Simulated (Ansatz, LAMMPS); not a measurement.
# Electronic structure of glassy 67P2O5-33MgO (mol %) (80 atoms), part 2 of 2

Aim: energy, forces and density of states of glassy 67P2O5-33MgO (mol %) (80 atoms) at a fixed geometry.

Ansatz 0.2.0; Kohn-Sham DFT, r2SCAN, PAW (set soft_2), plane waves.

The cell: 20 P, 5 Mg and 55 O. The quench rate of 25 K/ps is orders of magnitude faster than experiment. The starting topology of bonds comes from the classical model. The Brillouin zone is sampled at Γ only, in a cell whose shortest periodic width is 11 Å.

So far. Step 3 (Plane-wave single point): The stored curve holds about 438 of the 480 electrons; the rest, give or take the few that broadening carries across the Fermi level, lie in deeper levels below its range.

**3. Plane-wave single point (continued)**

Electrostatic potential energy in the bc plane at fractional x = 0.169, with atoms of P and Mg and O within 0.2 Å of it. With pseudopotentials it is smooth inside the atoms' cores, unlike the true potential.

Ten even steps from '_' (-44 eV) to '@' (10 eV), each cell a mean:
```
@@@@@@%%%%%%**==**######==--++@@@@@@@@@@%%%%##**##@@@@@@@@@@
@@@@@@@@@@@@@@%%%%####++..__::%%@@@@@@@@@@@@##==++%%%%%%%%%%
%%@@@@@@@@@@@@@@%%%%%%##==::++@@@@@@@@@@@@@@@@##%%%%##**++**
##%%@@@@@@@@@@@@@@@@@@@@@@@@@@@@@@@@@@@@@@@@@@@@@@%%++..__::
##%%@@@@@@@@@@@@@@@@@@@@@@@@@@@@@@@@@@@@@@@@@@@@@@%%++____::
%%%%%%@@@@@@@@@@@@@@@@@@@@@@@@@@@@@@@@@@@@@@@@@@@@%%##++==**
@@%%%%@@@@@@@@@@@@@@@@@@@@@@@@@@@@@@@@@@@@@@@@@@@@%%%%%%%%%%
@@@@@@@@@@@@@@@@@@@@@@@@@@@@@@@@@@@@@@@@@@@@@@@@@@@@@@@@@@@@
@@@@@@@@@@@@@@%%%%@@@@@@@@@@@@@@@@@@@@@@@@@@@@%%%%%%%%@@@@@@
@@@@@@@@@@@@@@%%######%%@@@@@@@@@@@@@@@@@@%%%%######%%%%@@@@
@@@@@@@@@@@@@@%%++::::==##@@@@@@@@@@@@@@@@%%**--..--**%%%%@@
@@@@@@@@@@@@@@##::______++%%@@@@@@@@@@@@%%##==______++##%%@@
@@@@@@@@@@@@@@##::______++%%@@@@@@@@@@@@@@%%++..__::**%%@@@@
@@@@@@@@@@@@##--::----++##@@@@@@@@@@%%**%%%%%%****####****%%
@@@@@@@@@@@@--____++%%%%@@@@@@@@@@%%++--**@@@@%%%%%%==__..==
%%@@@@@@@@@@**::--##@@@@@@@@@@@@@@@@##**%%@@@@@@@@%%==____==
%%%%@@@@@@@@@@@@@@@@@@@@@@@@@@@@@@@@@@@@@@@@@@@@@@@@##++==**
**##%%@@@@@@@@@@@@@@@@@@@@@@@@@@@@@@@@@@@@@@@@@@@@%%##**====
==::==##@@@@@@@@@@@@@@@@@@@@@@@@@@@@@@@@@@@@@@@@@@%%##**====
..____==%%%%@@@@@@@@@@@@@@@@@@@@@@@@@@@@%%%%%%%%%%%%%%####**
==....==**##%%@@@@@@@@@@@@@@@@@@@@@@@@%%########%%%%%%%%%%%%
%%##**==--++####%%@@@@@@@@@@@@@@@@@@%%##++----++##%%@@@@@@@@
@@%%**==--==::::++%%@@@@@@@@@@@@@@@@%%##==....==##%%@@@@@@@@
@@%%%%****++..__--##%%%%@@@@@@@@@@@@%%%%**====**%%@@@@@@@@@@
```
Columns run along b (10.7 Å; values clipped at the 3rd and 97th percentile), rows up along c (10.7 Å). Atoms in or near the plane, at fractional coordinates: P at (0.33, 0.49), Mg at (0.80, 0.50), O at (0.44, 0.93), O at (0.92, 0.37), O at (0.05, 0.17), O at (0.25, 0.38).

Valence density in the bc plane at fractional x = 0.169, with atoms of P and Mg and O within 0.2 Å of it. It is the smooth field of the valence electrons, not physical close to the nuclei.

Ten steps, logarithmic in the rise over the least value, from '0' (0 e/Å³) to '9' (24 e/Å³), each cell a mean:
```
111112443223554200001233321000
010000111124676310000134421000
000000000113555200000123321221
100000000001222100000001112675
111100000000000000000000002685
222210000000000000000000000232
223210000000000000000000000000
111100011000000000000000000000
000000122100000000000000000000
000000233211000000000000000000
000000123222110000000015640000
000000122112210000000048972000
000000133212210000111126852110
100002455422110002343111213442
200002576421000012454200025664
200002465310000012343100025664
100000122100000000111000013443
221100000000000000000000011222
455310000000000000000000111123
576420000000000000000011222113
465421100000000000012222221112
233222222100000000123322110000
011224554200000000123322100000
011124665311221000012222210000
```
Columns run along b (10.7 Å), rows up along c (10.7 Å). Atoms in or near the plane, at fractional coordinates: P at (0.33, 0.49), Mg at (0.80, 0.50), O at (0.44, 0.93), O at (0.92, 0.37), O at (0.05, 0.17), O at (0.25, 0.38).

**4. Local order**

These statistics describe the geometry on which the runs were made.

Density 2.19 g/cm³, 15.34 Å³ an atom.

Pair distribution functions g(r), in bins of 0.2 Å:

```csv
r (Å),total,O-O,O-P,O-Mg,P-P,P-Mg,Mg-Mg
1.40,1.12,0.00,3.28,0.00,0.00,0.00,0.00
1.60,4.02,0.00,11.71,0.00,0.00,0.00,0.00
1.80,0.00,0.00,0.00,0.00,0.00,0.00,0.00
2.00,0.45,0.00,0.00,5.29,0.00,0.00,0.00
2.20,0.19,0.00,0.00,2.21,0.00,0.00,0.00
2.40,1.51,3.14,0.00,0.31,0.00,0.00,0.00
2.60,1.40,2.91,0.00,0.27,0.00,0.00,0.00
2.80,0.21,0.33,0.17,0.00,0.00,0.00,0.00
3.00,0.53,0.64,0.05,0.40,2.64,0.54,0.00
3.20,0.87,1.04,0.21,0.18,3.73,1.83,0.00
3.40,0.80,0.77,0.72,0.63,0.00,4.19,0.00
3.60,0.99,0.90,1.29,0.42,0.00,1.92,5.80
3.80,1.21,0.54,2.33,1.34,0.33,0.65,0.00
4.00,1.27,0.84,1.96,1.55,0.74,0.64,0.00
4.20,0.88,0.88,0.88,1.42,0.55,0.00,0.00
4.40,0.90,0.83,0.97,1.29,0.73,0.50,0.00
4.60,1.13,1.26,0.94,1.44,1.16,0.45,1.86
4.80,1.02,1.01,1.00,1.16,0.73,1.48,1.75
5.00,1.33,1.68,0.70,0.99,2.92,1.17,0.00
5.20,0.99,1.04,0.77,0.86,1.72,1.44,1.46
```

Bonds by pair of elements; cutoffs follow the first minimum of g(r), held within bounds set by covalent radii, and pairs that aren't listed don't count as bonded:

```csv
pair A-B,cutoff (Å),bonds,mean length (Å),spread (Å),shortest (Å),B about A,A about B
O-P,2.02,80,1.54,0.044,1.45,1.46,4
O-Mg,2.48,19,2.08,0.122,1.91,0.345,3.8
```

How many atoms have how many bonded neighbours:

```csv
element,mean,1,2,3,4
Mg,3.8,0,0,1,4
O,1.8,12,42,1,0
P,4,0,0,0,20
```

Bond angles, per cent of each kind in bins of 5°:

```csv
angle (°),O-P-O,O-Mg-O,P-O-P,Mg-O-P
85–90,0.0,3.7,0.0,0.0
90–95,0.8,14.8,0.0,0.0
95–100,2.5,14.8,0.0,0.0
100–105,20.8,3.7,0.0,0.0
105–110,30.0,14.8,0.0,0.0
110–115,30.0,11.1,0.0,0.0
115–120,10.8,11.1,0.0,5.3
120–125,3.3,25.9,0.0,5.3
125–130,1.7,0.0,0.0,5.3
130–135,0.0,0.0,0.0,5.3
135–140,0.0,0.0,0.0,10.5
140–145,0.0,0.0,0.0,31.6
145–150,0.0,0.0,4.0,0.0
150–155,0.0,0.0,4.0,10.5
155–160,0.0,0.0,20.0,10.5
160–165,0.0,0.0,16.0,10.5
165–170,0.0,0.0,32.0,5.3
170–175,0.0,0.0,20.0,0.0
175–180,0.0,0.0,4.0,0.0
```

Bond angles (no mean is given where the spread exceeds 20°):

```csv
angle,count,mean (°),spread (°)
O-P-O,120,109,5.9
O-Mg-O,27,109,11.6
P-O-P,25,165,7.5
Mg-O-P,19,145,13.3
Mg-O-Mg,1,106,0
```

Oxygen atoms by the number of network formers (Si, P, Ge, B, Al, As, Ga) bound to them:

```csv
network formers bound to O,O atoms,per cent
0,0,0
1,30,54.5
2,25,45.5
```

Network units: each former by its oxygen neighbours and how many of them bridge to another former:

```csv
former,O neighbours,bridging O,atoms
P,4,1,1
P,4,2,8
P,4,3,11
```

Bond length by coordination (bonds to H left out):

```csv
element,coordination,atoms,mean bond length (Å)
Mg,3,1,1.99
Mg,4,4,2.10
O,1,12,1.49
O,2,42,1.65
O,3,1,2.04
```

Rings of the network by King's shortest-path rule, up to 12 atoms, one path for each pair of neighbours; H, halogens, alkali and alkaline-earth atoms are left out, and the last column divides by all other atoms, bonded or not:

```csv
ring size (atoms),rings,per network atom
10,1,0.013
```

For some of the pairs, g(r) has its first main peak near 2.5 Å (O-O), 1.5 Å (O-P), 2.0 Å (O-Mg), 3.1 Å (P-P) and 3.4 Å (P-Mg). Counting bonds as in the table, 80 % of Mg atoms have 4, 76 % of O atoms have 2 and all P atoms have 4 bonded neighbours. The O-P-O angle averages 109° with a spread of 6°. 46 % of the oxygens bridge two formers (P) and 54 % are non-bridging. The commonest P unit has 4 oxygens, 3 of them shared with other formers (11 of 20 atoms). All rings counted have 10 atoms.

Local excerpt of 10 atoms (numbers count through the whole input) about O66, picked at random; x, y, z are measured from there.

```csv
atom,x,y,z,distance (Å),bonds,Fx,Fy,Fz (eV/Å)
O66,0.00,0.00,0.00,0.00,2,0.36,-1.52,-0.23
P12,0.11,0.84,-1.22,1.48,4,1.42,2.05,1.16
Mg22,0.03,-0.23,2.08,2.09,4,-0.12,-0.27,1.12
O46,0.78,2.13,-0.84,2.42,2,0.78,0.63,-0.34
O75,-1.34,1.25,-1.65,2.47,2,-1.97,-0.59,-0.44
O77,0.82,0.37,-2.58,2.73,2,-0.05,0.19,1.48
O38,-2.66,0.81,1.53,3.17,2,2.04,1.19,0.03
O67,-1.03,-1.62,2.97,3.54,2,-0.03,0.29,1.08
O72,1.96,-2.94,-0.29,3.55,2,0.88,2.44,0.51
O59,1.80,-0.71,3.07,3.63,2,0.43,-0.01,0.33
```

The column of bonds counts only the pairs O-P within 2.02 Å, O-Mg within 2.48 Å; other neighbours, such as metal atoms beside each other in a compound, aren't counted, and periodic images can show an atom twice.

**5. Outcome**

```
free energy per atom                             : -701.4411 eV/atom
pressure                                         : -4.107 GPa
r.m.s. force component                           : 1.72 eV/Å
gap (highest filled to lowest empty level) : 2.831 eV
wall time of the 1 DFT run                       : 22 s
```

**Reading.** Between filled and empty levels lie 2.83 eV (at Γ alone); a semilocal functional tends to put such gaps too low. In a disordered cell it changes from sample to sample, and tail or defect levels can set it. Counting bonds as in the table, 80 % of Mg atoms have 4, 76 % of O atoms have 2 and all P atoms have 4 bonded neighbours. 46 % of the oxygens bridge two formers (P) and 54 % are non-bridging.

**Limits.** The force components of 1.7 eV/Å r.m.s. hold both thermal displacement and the mismatch between the potential that made the cell and DFT. The pressure of -4.1 GPa is that of one thermal frame, in which the classical model's bond lengths enter as well as the volume, without the kinetic term.

[Logs are printed without paths, hosts, clocks, repeated set-up lines and the standing remarks that a program may print on its own settings, such as how far it seeks lower states.]

[Hosts, paths, dates, database ids (printed as entryN), source tags and the programs' standing remarks are cut or masked in the printed files.]
